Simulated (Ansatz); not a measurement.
# How fast states decay through Rb2AlCuCl6, part 2 of 3

Wanted: the relaxed cell of Rb2AlCuCl6, its band edges and its decay constants. It is built by putting Cu for Na, Cl for F in the Rb2NaAlF6 structure of space group Fm-3m, with the volume rescaled by atomic radii. The parent structure comes from the Materials Project.

Ansatz 0.2.0; r2SCAN DFT, plane waves, PAW files (the session's first sound run).

So far. Step 2 (Cell and atoms at rest): The largest force component on a free atom ends at 8.9e-4 eV/Å.

The structure was built from a prototype and need not be the compound's stable phase.

### Step 3. The bulk crystal and its band edges

The energy window and the wavevectors of the next steps follow from the band edges, so these are searched first, off the mesh as well.

input.yaml reads:

```yaml
crystal:
  lattice:
    - [0.0, 4.8983200454, 4.8983200454]
    - [4.8983200454, 0.0, 4.8983200454]
    - [4.8983200454, 4.8983200454, 0.0]
  atoms:
    - { symbol: Rb, position: [0.75, 0.75, 0.75] }
    - { symbol: Rb, position: [0.25, 0.25, 0.25] }
    - { symbol: Cu, position: [0.5, 0.5, 0.5] }
    - { symbol: Al, position: [0.0, 0.0, 0.0] }
    - { symbol: Cl, position: [0.7599523445, 0.2400476555, 0.2400476555] }
    - { symbol: Cl, position: [0.2400476555, 0.2400476555, 0.7599523445] }
    - { symbol: Cl, position: [0.2400476555, 0.7599523445, 0.7599523445] }
    - { symbol: Cl, position: [0.2400476555, 0.7599523445, 0.2400476555] }
    - { symbol: Cl, position: [0.7599523445, 0.2400476555, 0.7599523445] }
    - { symbol: Cl, position: [0.7599523445, 0.7599523445, 0.2400476555] }
kpoints:
  mp_grid: { grid: [4, 4, 4] }
  band_path: { path: [VBM, CBM], npoints: 30 }
scf:
  occupations: { method: fixed }
hamiltonian:
  xc: r2scan
output:
  eigenvalues: true
  write_potential: true
  write_density: true
  volumetric_format: npy
  elf: true
```

Started as:

```bash
> ansatz run input.yaml --threads 2 --pin off --max-ram 4096MiB --backend cpu --events-out ev --progress --plain --runs-dir out
```

Numbers of over 12 decimals in the logs are rounded to 6 here.

Output:

```text
[...]
Crystal: 10 atoms, lattice volume = 235.056 Å³
Basis set: ecut = 500 eV, 5961 PW (Γ), exchange–correlation on 216×216×216 points (64 copies of the dense FFT grid, shifted against one another)
Bands: 51, of which v1, the nominal top of the filled ones, is band 41 counted from 1 (40 counted from 0)
Symmetry: 48 space group operations
[...]
k-points: 8 of 64
[...]
SCF iter   1: F=—  HF=-20246.033984 eV  |F-HF|=—  |Δ(HF+E_count)|=         —  Δρ=1.40e-2  dr2=3.19e-1  dr2_τ=2.65e-2  ethr=1.77e-3  ⟨swp⟩=5.4  Hψ=1437  notcnv=0  defer=56
[...]
SCF iter   8: F=-20246.093597 eV  HF=-20246.093597 eV  |F-HF|=6.76e-9  |Δ(HF+E_count)|=   1.01e-7  Δρ=3.49e-6  dr2=3.16e-8  dr2_τ=8.17e-10  ethr=1.22e-10  ⟨swp⟩=18.4  Hψ=2418  notcnv=0
SCF 1 converged in 8 iterations: F = -20246.093597 eV  dr2 = 3.16e-8
[...]
NSCF: frozen V_eff on 16 k-points
[...]
SCF converged after 8 iterations
Free energy (F): -20246.093597 eV
[...]
Internal energy: -20246.093597 eV  (E = F + TS)
E sigma→0 (E₀):  -20246.093597 eV
Fermi energy:    5.153797 eV
[...]
--- Band table (eV; the first three rows and the last of 8) ---
  k-point 0: bands = [... 37 lower, 4.4688, 4.4688, 5.1538, 5.1538, 6.3596, 9.8243, 10.2704, 10.2704, ... 6 higher]
  k-point 1: bands = [... 37 lower, 4.5146, 4.5146, 5.0415, 5.0415, 7.1206, 9.9020, 10.4357, 10.9505, ... 6 higher]
  k-point 2: bands = [... 37 lower, 4.5461, 4.5461, 4.9572, 4.9572, 8.5918, 8.6058, 11.2627, 11.4814, ... 6 higher]
  k-point 7: bands = [... 37 lower, 4.5558, 4.6328, 4.7186, 5.0020, 9.4561, 9.5494, 11.7706, 11.7706, ... 6 higher]
```

Run time: 22 s. Hardware: 2 threads of Intel Xeon 6975P-C (Granite Rapids), shared host; peak memory 1.1 GiB; 43 s of CPU time.

This step gave:

| Quantity | Value |
| --- | --- |
| Fermi energy | 5.154 eV |
| gap on the k-mesh | 1.206 eV |
| gap on path | 1.206 eV, by band count; negative where bands overlap |
| direct gap on path | 1.206 eV |
| edge places on path | 0.05122, 0.3073 1/A along the path |

The electronic bands at the labelled points (eV, zero at the Fermi level (highest filled level under fixed occupations); v1 is the highest filled band, c1 the lowest empty one):

```csv
point,v4,v3,v2,v1,c1,c2,c3,c4
VBM,-0.60,-0.60,-0.31,0.00,2.20,5.43,5.62,5.62
halfway,-0.66,-0.66,-0.09,0.00,1.48,4.88,5.26,5.26
CBM,-0.69,-0.69,0.00,0.00,1.21,4.67,5.12,5.12
```

Electrostatic potential energy in the ac plane of the conventional cell at fractional y = 0.000, with atoms of Cu and Al and Cl within 0.2 Å of it. With pseudopotentials it is smooth inside the atoms' cores, unlike the true potential.

Values in eV, 13 rows by 16 columns, each cell a mean:
```
 -9  -5  -1 -30 -29   1   2 -26 -32  -4   5 -21 -33  -8  -1 -10
 -2   5   8   7   7   9   8   4   3   7   9   8   6   8   7   0
-36  -4   9  10  10  10   5 -19 -25   1  10  10  10  10   3 -30
-36  -4   9  10  10  10   1 -37 -43  -8   9  10  10  10   3 -30
  2   8  10   9   9   9   7  -3  -7   5   9   9   9  10   9   4
-20   1   7 -10 -21  -1   2  -9  -9  -1   3 -17 -16   4   5 -15
-43 -10   3 -34 -45 -17  -4  -9  -5  -8  -7 -42 -41  -4  -1 -38
-10   4   8  -2 -10   3   4  -6  -7   1   5  -7  -6   7   6  -6
 -3   7  10  10   9  10   6 -10 -15   3   9  10  10  10   8  -1
-42  -7   9  10  10  10   1 -38 -44  -9   9  10  10  10   2 -36
-27   0   9  10  10  10   7 -10 -15   4  10  10  10  10   5 -21
 -3   4   7   2   3   8   8   1  -1   7   9   5   1   7   6  -2
 -8  -7  -4 -37 -36  -2   0 -33 -39  -8   4 -28 -41 -13  -3 -10
```
Columns run along a (9.8 Å; values clipped at the 3rd and 97th percentile), rows up along c (9.8 Å), edges of the conventional cell, whose origin can differ from the input's. Atoms in or near the plane, at fractional coordinates: Cu at (0.50, 0.00), Cu at (0.00, 0.50), Al at (0.00, 0.00), Al at (0.50, 0.50), Cl at (0.24, 0.00), Cl at (0.74, 0.50), Cl at (0.00, 0.24), Cl at (0.50, 0.74), Cl at (0.76, 0.00), Cl at (0.26, 0.50), Cl at (0.50, 0.26), Cl at (0.00, 0.76).

ELF in the ac plane of the conventional cell at fractional y = 0.000, with atoms of Cu and Al and Cl within 0.2 Å of it. It is the smooth field of the valence electrons, not physical close to the nuclei.

Ten even steps from '_' (0.01) to '@' (0.87), each cell a mean:
```
____++%%@@%%**%%@@##::..--##++::..==@@%%**##@@@@##::__
--::::++%%@@@@@@@@++......::::..__--%%@@@@@@@@**--::--
%%**--..--##@@%%**::__..........__..==%%@@%%++::..++%%
@@@@**::__::====..__..==**##**++--__..--==--....==%%@@
##@@@@**::________..**@@@@@@@@@@##--__________==%%@@%%
==%%@@%%==________==%%@@@@++##@@@@**..______..**@@@@**
##@@@@%%--________--%%@@%%++##@@@@**..______..++@@@@%%
@@@@##==____....__..++%%@@@@@@@@##::__....____::**%%@@
==--::____--****==....++%%@@@@##--..::++##++::__..--==
....____==%%@@@@%%++::::++##**--..==##@@@@@@**::__....
--::....**@@@@@@@@%%**--......::++%%@@@@@@@@%%--....--
%%==..::##@@**==%%@@@@++______::%%@@@@**==%%@@==..::##
**--..::##@@##**%%@@%%==______::##@@@@##**@@@@==..::++
::......**@@@@@@@@%%++::::----::--**@@@@@@@@%%--__..::
......__::**%%@@##--..--##%%%%++..::++%%@@%%==..__....
##**==..__::====::__::##@@@@@@%%==....--==--____--++**
@@@@%%**..________::**@@@@##%%@@%%==__________--%%@@@@
++@@@@%%==________==%%@@%%==**@@@@**..______..**@@@@##
++%%@@%%--________--%%@@@@##%%@@@@++..______..**@@@@**
@@@@%%==..__....__..==##%%@@@@%%**::____....__::##@@@@
@@%%++....==****--....::--====--..__::++##++::..--##@@
##++::::**%%@@@@%%==..__........__::**@@@@@@##==::--**
....--##@@@@@@@@@@**....::----....==%%@@@@@@@@%%++::..
____++@@@@%%==**@@##::..==%%**::..==@@%%==**@@@@%%::__
```
Columns run along a (9.8 Å), rows up along c (9.8 Å), edges of the conventional cell, whose origin can differ from the input's. Atoms in or near the plane, at fractional coordinates: Cu at (0.50, 0.00), Cu at (0.00, 0.50), Al at (0.00, 0.00), Al at (0.50, 0.50), Cl at (0.24, 0.00), Cl at (0.74, 0.50), Cl at (0.00, 0.24), Cl at (0.50, 0.74), Cl at (0.76, 0.00), Cl at (0.26, 0.50), Cl at (0.50, 0.26), Cl at (0.00, 0.76).

Valence density in the ac plane of the conventional cell at fractional y = 0.000, with atoms of Cu and Al and Cl within 0.2 Å of it. It is the smooth field of the valence electrons, not physical close to the nuclei.

Ten steps, logarithmic in the rise over the least value, from '_' (0 e/Å³) to '@' (47 e/Å³), each cell a mean:
```
______..::--::--::..__::**%%##--....::--::::::....____
________..::::::..______::==--..____..::::::....______
....______......__________..____________....________..
::::..__________________......____________________..::
----..________________..::::::::..______________..::--
__--::..______________::--..::::..______________..--::
::--::______________..::--..::--..______________..::--
::::..________________..::----::..________________..::
..______________________........____________________..
....______........________..________........________..
**==..__..::----::....____________..::----::..____::++
@@**::__..::::..--::..__________..::--::..--::....==%%
%%**::__..::::::--::..__________....::::::--::....==##
==::______..::::::..______________..::::::::..____..--
..__________....________......________....____________
....__________________..::::::..____________________..
::::..________________::------::..______________..::::
::--::______________..::--__::--..______________..--::
..--::________________::--::--::..______________..--::
--::..________________..::::::..________________..::--
....______________________....____________________....
..________........______......________........________
______....::----::..__..==**++::____..::----::..______
______..::--..::::..__::##@@%%==....::--..::--....____
```
Columns run along a (9.8 Å), rows up along c (9.8 Å), edges of the conventional cell, whose origin can differ from the input's. Atoms in or near the plane, at fractional coordinates: Cu at (0.50, 0.00), Cu at (0.00, 0.50), Al at (0.00, 0.00), Al at (0.50, 0.50), Cl at (0.24, 0.00), Cl at (0.74, 0.50), Cl at (0.00, 0.24), Cl at (0.50, 0.74), Cl at (0.76, 0.00), Cl at (0.26, 0.50), Cl at (0.50, 0.26), Cl at (0.00, 0.76).

The searched edges give 1.21 eV, as on the mesh.

### Step 4. Complex bands

This step: r2SCAN DFT, plane waves, PAW files; complex bands by layer matching along the plane's normal (Ansatz 0.2.0).

The same crystal is laid in a cell whose first two vectors span the (111) plane (indices of the standard conventional cell, whose axes can be ordered otherwise than in the bulk input). At fixed energy and wavevector in the plane the solver finds all kz, real and complex. A few wavevectors are listed, (0, 0) and (-0.2396, -0.2396) in units of the plane's reciprocal vectors; the slowest state needn't be among them.

input.yaml reads:

```yaml
crystal:
  lattice:
    - [6.927270641, 0.0, 0.0]
    - [3.463635321, 5.999192354, 0.0]
    - [3.463635321, 1.999730785, 5.656092794]
  atoms:
    - { symbol: Rb, position: [0.25, 0.25, 0.25] }
    - { symbol: Rb, position: [0.75, 0.75, 0.75] }
    - { symbol: Cu, position: [0.5, 0.5, 0.5] }
    - { symbol: Al, position: [0.0, 0.0, 0.0] }
    - { symbol: Cl, position: [0.7599523445, 0.7599523445, 0.2400476555] }
    - { symbol: Cl, position: [0.7599523445, 0.2400476555, 0.2400476555] }
    - { symbol: Cl, position: [0.2400476555, 0.2400476555, 0.7599523445] }
    - { symbol: Cl, position: [0.2400476555, 0.7599523445, 0.2400476555] }
    - { symbol: Cl, position: [0.7599523445, 0.2400476555, 0.7599523445] }
    - { symbol: Cl, position: [0.2400476555, 0.7599523445, 0.7599523445] }
kpoints:
  mp_grid: { grid: [4, 4, 4] }
scf:
  occupations: { method: fixed }
hamiltonian:
  xc: r2scan
output:
  eigenvalues: true
  transmission:
    leads: [[0, 0]]
    kpoints: [[0.0, 0.0], [-0.2396, -0.2396]]
    e_range: [-1.0, 2.21]
    de: 0.05
```

Output:

```text
[...]
Crystal: 10 atoms, lattice volume = 235.056 Å³
Basis set: ecut = 500 eV, 5961 PW (Γ), exchange–correlation on 216×216×216 points (64 copies of the dense FFT grid, shifted against one another)
Bands: 51, of which v1, the nominal top of the filled ones, is band 41 counted from 1 (40 counted from 0)
Symmetry: 48 space group operations
[...]
k-points: 8 of 64
[...]
SCF iter   1: F=—  HF=-20246.034171 eV  |F-HF|=—  |Δ(HF+E_count)|=         —  Δρ=1.40e-2  dr2=3.19e-1  dr2_τ=2.65e-2  ethr=1.77e-3  ⟨swp⟩=5.2  Hψ=1431  notcnv=0  defer=59
[...]
SCF iter   8: F=-20246.093596 eV  HF=-20246.093596 eV  |F-HF|=6.69e-9  |Δ(HF+E_count)|=   9.93e-8  Δρ=3.51e-6  dr2=3.16e-8  dr2_τ=8.18e-10  ethr=1.22e-10  ⟨swp⟩=17.8  Hψ=2441  notcnv=0
SCF 1 converged in 8 iterations: F = -20246.093596 eV  dr2 = 3.16e-8
[...]
transmission: 12 of 24 steps passed
transmission: 24 of 24 steps passed
SCF converged after 8 iterations
Free energy (F): -20246.093596 eV
[...]
Internal energy: -20246.093596 eV  (E = F + TS)
E sigma→0 (E₀):  -20246.093596 eV
Fermi energy:    5.153796 eV
[...]
--- Band table (eV; the first three rows and the last of 8) ---
  k-point 0: bands = [... 37 lower, 4.4688, 4.4688, 5.1538, 5.1538, 6.3596, 9.8243, 10.2704, 10.2704, ... 6 higher]
  k-point 1: bands = [... 37 lower, 4.5146, 4.5146, 5.0415, 5.0415, 7.1206, 9.9020, 10.4357, 10.9505, ... 6 higher]
  k-point 2: bands = [... 37 lower, 4.5461, 4.5461, 4.9572, 4.9572, 8.5918, 8.6058, 11.2627, 11.4814, ... 6 higher]
  k-point 7: bands = [... 37 lower, 4.5558, 4.6328, 4.7186, 5.0020, 9.4561, 9.5494, 11.7706, 11.7706, ... 6 higher]
--- Transmission ---
  basis      : 433 plane waves across, 12 finite elements along
  points     : 2, as listed
  energies   : 65 from -1.000000 to 2.200000 eV about the Fermi level, 0.050000 eV apart; the leads are filled to 0.602926 eV, and channels, transmission and decay are at 0.600000 eV
  crystal 0  : Al1Cl6Rb2Cu1, at the sites [0, 0], period 5.6561 Å: whole cells are its period
    offset         : up to 0.0000 Å between an atom of the period and one for which it stands
    channels       : 0.000000e0 a spin
    conductance    : none, the energies end too early or step too widely for 300 K: set another output.transmission.e_range or a lower de, or, where they end at an eighth of basis.ecutwfc, a higher one
    slowest decay  : 0.2090 /Å at (0.0000, 0.0000)
```

Elapsed: 3.5 min, on 2 threads; peak memory 2.4 GiB.

This step gave:

```
level to which the leads are filled                       : 0.6029 eV from the Fermi level
decay constant at the filling level, zone centre          : 0.209 Å⁻¹
decay constant at the filling level, slowest listed point : 0.209 Å⁻¹
```

K parallel (0, 0); values up to 1.5 1/Å, a degenerate pair printed once or twice; energies at which all values exceed this have no row. Table of Im kz of the slowest decaying states by energy, zero at the highest filled level on the SCF mesh:

```csv
energy (eV),decay 1 (Å⁻¹),decay 2 (Å⁻¹),decay 3 (Å⁻¹),decay 4 (Å⁻¹)
-1.000,0.259,0.359,0.423,0.524
-0.800,0.236,0.281,0.458,0.509
-0.600,0.142,0.351,0.355,0.384
-0.400,0.300,0.420,0.530,0.532
-0.200,0.0532,0.284,0.523,0.570
0.000,0.00814,0.270,0.518,0.603
0.200,0.254,0.255,0.512,0.599
0.400,0.234,0.315,0.507,0.582
0.600,0.209,0.347,0.501,0.570
0.800,0.176,0.367,0.495,0.561
1.000,0.129,0.379,0.488,0.553
1.200,0.0219,0.387,0.481,0.545
1.400,0.392,0.473,0.538,0.579
1.600,0.394,0.464,0.530,0.572
1.800,0.394,0.455,0.522,0.564
2.000,0.393,0.444,0.513,0.555
2.200,0.389,0.433,0.503,0.546
```

K parallel (-0.2396, -0.2396); values up to 1.5 1/Å, a degenerate pair printed once or twice; energies at which all values exceed this have no row. Im kz of the slowest decaying states against energy, zero at the highest filled level on the SCF mesh:

```csv
energy (eV),decay 1 (Å⁻¹),decay 2 (Å⁻¹),decay 3 (Å⁻¹),decay 4 (Å⁻¹)
-1.00,0.298,0.348,0.365,0.510
-0.85,0.274,0.308,0.330,0.480
-0.70,0.129,0.181,0.223,0.364
-0.50,0.199,0.344,0.376,0.401
-0.35,0.286,0.408,0.553,0.555
-0.20,0.395,0.579,0.587,0.603
-0.05,0.124,0.386,0.574,0.592
0.00,0.00729,0.168,0.383,0.572
0.10,0.211,0.222,0.377,0.570
0.30,0.279,0.318,0.366,0.567
0.45,0.292,0.359,0.370,0.564
0.60,0.288,0.380,0.387,0.561
0.75,0.279,0.388,0.407,0.558
0.90,0.267,0.395,0.422,0.555
1.10,0.245,0.400,0.436,0.550
1.25,0.224,0.403,0.444,0.545
1.40,0.199,0.404,0.450,0.540
1.55,0.166,0.404,0.454,0.535
1.70,0.121,0.403,0.456,0.529
1.90,0.401,0.458,0.521,0.534
2.05,0.398,0.457,0.514,0.528
2.20,0.394,0.456,0.507,0.522
```

At the listed wavevectors the last open channel is at -0.05 eV and the next at +1.25 eV on the grid. At +0.60 eV, the grid energy nearest the filling level (the middle of the gap on the SCF mesh), the slowest state at the listed wavevectors decays with κ = 0.209 Å⁻¹, its amplitude falling by e over 4.8 Å. Through 1 nm of this crystal that state's transmission falls by exp(−2 × 0.209 Å⁻¹ × 10 Å) = 0.015.

### Step 5. Decay over the two-dimensional zone

The listed points could miss the slowest state, so one energy near mid-gap is solved on a mesh of 8×8.

input.yaml, as its differences from that of step 4:

```diff
@@ -24,6 +24,2 @@
   eigenvalues: true
-  transmission:
-    leads: [[0, 0]]
-    kpoints: [[0.0, 0.0], [-0.2396, -0.2396]]
-    e_range: [-1.0, 2.21]
-    de: 0.05
+  transmission: { leads: [[0, 0]], kmesh: [8, 8], e_range: [0.6, 0.61], de: 0.05 }
```

Output:

```text
[...]
Crystal: 10 atoms, lattice volume = 235.056 Å³
Basis set: ecut = 500 eV, 5961 PW (Γ), exchange–correlation on 216×216×216 points (64 copies of the dense FFT grid, shifted against one another)
Bands: 51, of which v1, the nominal top of the filled ones, is band 41 counted from 1 (40 counted from 0)
Symmetry: 48 space group operations
[...]
k-points: 8 of 64
[...]
SCF iter   1: F=—  HF=-20246.034171 eV  |F-HF|=—  |Δ(HF+E_count)|=         —  Δρ=1.40e-2  dr2=3.19e-1  dr2_τ=2.65e-2  ethr=1.77e-3  ⟨swp⟩=5.2  Hψ=1431  notcnv=0  defer=59
[...]
SCF iter   8: F=-20246.093596 eV  HF=-20246.093596 eV  |F-HF|=6.69e-9  |Δ(HF+E_count)|=   9.93e-8  Δρ=3.51e-6  dr2=3.16e-8  dr2_τ=8.18e-10  ethr=1.22e-10  ⟨swp⟩=17.8  Hψ=2441  notcnv=0
SCF 1 converged in 8 iterations: F = -20246.093596 eV  dr2 = 3.16e-8
[...]
transmission: 12 of 120 steps passed
transmission: 24 of 120 steps passed
[...]
transmission: 120 of 120 steps passed
SCF converged after 8 iterations
Free energy (F): -20246.093596 eV
[...]
Internal energy: -20246.093596 eV  (E = F + TS)
E sigma→0 (E₀):  -20246.093596 eV
Fermi energy:    5.153796 eV
[...]
--- Band table (eV; the first three rows and the last of 8) ---
  k-point 0: bands = [... 37 lower, 4.4688, 4.4688, 5.1538, 5.1538, 6.3596, 9.8243, 10.2704, 10.2704, ... 6 higher]
  k-point 1: bands = [... 37 lower, 4.5146, 4.5146, 5.0415, 5.0415, 7.1206, 9.9020, 10.4357, 10.9505, ... 6 higher]
  k-point 2: bands = [... 37 lower, 4.5461, 4.5461, 4.9572, 4.9572, 8.5918, 8.6058, 11.2627, 11.4814, ... 6 higher]
  k-point 7: bands = [... 37 lower, 4.5558, 4.6328, 4.7186, 5.0020, 9.4561, 9.5494, 11.7706, 11.7706, ... 6 higher]
--- Transmission ---
  basis      : 433 plane waves across, 12 finite elements along
  points     : 10, standing for a mesh of 8 x 8
  energies   : 1 from 0.600000 to 0.600000 eV about the Fermi level; the leads are filled to 0.602926 eV, and channels, transmission and decay are at 0.600000 eV
[...]
channels       : 0.000000e0 a spin
    conductance    : none, crystal 0 has no channel at the energies, or these end too early or step too widely for 300 K: set another output.transmission.e_range or a lower de, or, where they end at an eighth of basis.ecutwfc, a higher one
    slowest decay  : 0.2090 /Å at (0.0000, 0.0000)
```

Wall time 67 s (2 threads); peak memory 1.7 GiB; 2.1 min of CPU time.

This step gave:

```
least decay constant on the mesh : 0.209 Å⁻¹
```

Slowest decay constant (1/Å; 0 where a channel is open) over k1 and k2. At 0.6000 eV from the Fermi level.

Ten even steps from '0' (0.209) to '9' (0.401):
```
99996666
99964346
99631136
66410146
96311369
96434699
96666999
69996999
```
Columns: k1 (b1) from -0.5 to 0.375; rows upwards: k2 (b2) from -0.5 to 0.375.

The least value on the mesh is 0.209 Å⁻¹ at +0.60 eV. At that energy the listed points give about 0.209 Å⁻¹ by interpolation, so the mesh holds no clearly slower state.

(Part 2 of 3 ends here.)

[Logs are printed without paths, hosts, clocks, repeated set-up lines and the standing remarks that a program may print on its own settings, such as how far it seeks lower states.]

[Hosts, paths, dates, database ids (printed as entryN), source tags and the programs' standing remarks are cut or masked in the printed files.]
